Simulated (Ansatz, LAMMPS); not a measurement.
**A faulty run on amorphous Ge (61 atoms)**

Program: Ansatz 0.2.0. The cell: 61 Ge.

The input, input.yaml:

```yaml
crystal:
  lattice:
    - [11.1439, 0.0, 0.0]
    - [0.0, 11.1439, 0.0]
    - [0.0, 0.0, 11.1439]
  atoms:
    - { symbol: Ge, position: [0.79334, 0.30008, 0.96301] }
    - { symbol: Ge, position: [0.71219, 0.06547, 0.62132] }
    - { symbol: Ge, position: [0.67984, 0.45357, 0.37175] }
    - { symbol: Ge, position: [0.34557, 0.491, 0.48974] }
    - { symbol: Ge, position: [0.88759, 0.09123, 0.36212] }
    - { symbol: Ge, position: [0.35929, 0.26759, 0.44904] }
    - { symbol: Ge, position: [0.13204, 0.35534, 0.2461] }
    - { symbol: Ge, position: [0.24026, 0.71167, 0.23198] }
    - { symbol: Ge, position: [0.19493, 0.3601, 0.73824] }
    - { symbol: Ge, position: [0.53519, 0.83615, 0.8398] }
    - { symbol: Ge, position: [0.35152, 0.51469, 0.94838] }
    - { symbol: Ge, position: [0.77007, 0.85737, 0.56646] }
    - { symbol: Ge, position: [0.52584, 0.95451, 0.40081] }
    - { symbol: Ge, position: [0.03628, 0.67817, 0.66546] }
    - { symbol: Ge, position: [0.87636, 0.44954, 0.46904] }
    - { symbol: Ge, position: [0.53969, 0.5756, 0.04174] }
    - { symbol: Ge, position: [0.00581, 0.27655, 0.41206] }
    - { symbol: Ge, position: [0.00457, 0.5334, 0.99831] }
    [... 37 atom lines left out ...]
    - { symbol: Ge, position: [0.34798, 0.29682, 0.99792] }
    - { symbol: Ge, position: [0.49042, 0.96499, 0.01694] }
    - { symbol: Ge, position: [0.95968, 0.92548, 0.86899] }
    - { symbol: Ge, position: [0.05318, 0.09492, 0.74296] }
    - { symbol: Ge, position: [0.97722, 0.11799, 0.16091] }
    - { symbol: Ge, position: [0.18753, 0.05722, 0.19986] }
kpoints:
  mp_grid: { grid: [1, 1, 1] }
hamiltonian:
  xc: pbe
scf:
  occupations: { method: fermi_dirac, width: 0.025 }
  eigensolver: { kind: { support_functions: { accuracy: medium, radius: 3.59 } } }
  max_iter: 150
output:
  forces: true
  eigenvalues: true
```

Run with:

```
$ ansatz run input.yaml --threads 8 --pin off --max-ram 15872MiB --backend cpu --events-out ev --progress --plain --runs-dir out
```

The log of the run:

```text
Warning: scf.eigensolver.kind.support_functions: disabling space-group detection — the functions' gradient is summed over unrotated k-points, so no spatial operation reduces the k-mesh or symmetrises the density; time reversal is kept, so that k and −k are solved as one point where they differ and the mesh holds both, and exact exchange and, on two spinor components, a DFT+U term hold to it where the run has them: [...]
settings of this run that can trade accuracy for cost: scf.eigensolver.kind.support_functions [...]
Engine: ansatz 0.2.0, aarch64-unknown-linux-gnu
Pseudopotentials: kind: paw
Pseudopotential: Ge, paw, valence charge 14, recommended cutoff 420 eV (normal), Ge.paw.azcp
[... 5 lines on functional and potentials left out ...]
Error: SCF: the radius of support functions is under 4.01 Å, the least for these sites at the functions' level (scf.eigensolver.kind.support_functions.accuracy). Use scf.eigensolver.kind: auto, or type scf.eigensolver.kind.support_functions.radius at least as long, [...]
```

Wall time 0.53 s (8 threads of Arm Neoverse V2, shared host); peak memory 0.24 GiB.

Q: Name the fault and the fix.

A radius under the least that the level allows: support_functions.radius = 3.59.

The fix is to use a longer radius.

The run ended with an error.

[Logs are printed without paths, hosts, clocks, repeated set-up lines and the standing remarks that a program may print on its own settings, such as how far it seeks lower states.]

[Hosts, paths, dates, database ids (printed as entryN), source tags and the programs' standing remarks are cut or masked in the printed files.]
